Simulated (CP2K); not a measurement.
Two runs for the Cl L₂,₃ edge of acetyl chloride. Run A: CP2K XAS_TDP, all-electron GAPW, PBEh(45%), aug-pc-1, TDA, ZORA, spin–orbit coupling. Run B differs in one setting.

First lines with a strength over 0.0003. A:

| atom | energy (eV) | states | strength, one atom |
| --- | --- | --- | --- |
| Cl3 (bonded to C) | 198.96 | 2 | 0.0061 |
|  | 199.69 | 1 | 0.0004 |
|  | 200.48 | 2 | 0.0041 |
|  | 201.45 | 2 | 0.0006 |
|  | 201.56 | 3 | 0.0003 |

B:

| atom | energy (eV) | states | strength, one atom |
| --- | --- | --- | --- |
| Cl3 (bonded to C) | 202.44 | 2 | 0.0057 |
|  | 203.13 | 1 | 0.0004 |
|  | 203.19 | 1 | 0.0003 |
|  | 203.95 | 2 | 0.0041 |
|  | 204.94 | 2 | 0.0005 |

Which was it: the functional, GW2X switched on, the basis?

GW2X switched on. GW2X shifts the lines nearly together; each 2p level gets its own shift. The lowest line over the strength cut lies at 202.44 eV, against 198.96 eV (PBEh(45%), aug-pc-1).

[Hosts, paths, dates, database ids (printed as entryN), source tags and the programs' standing remarks are cut or masked in the printed files.]
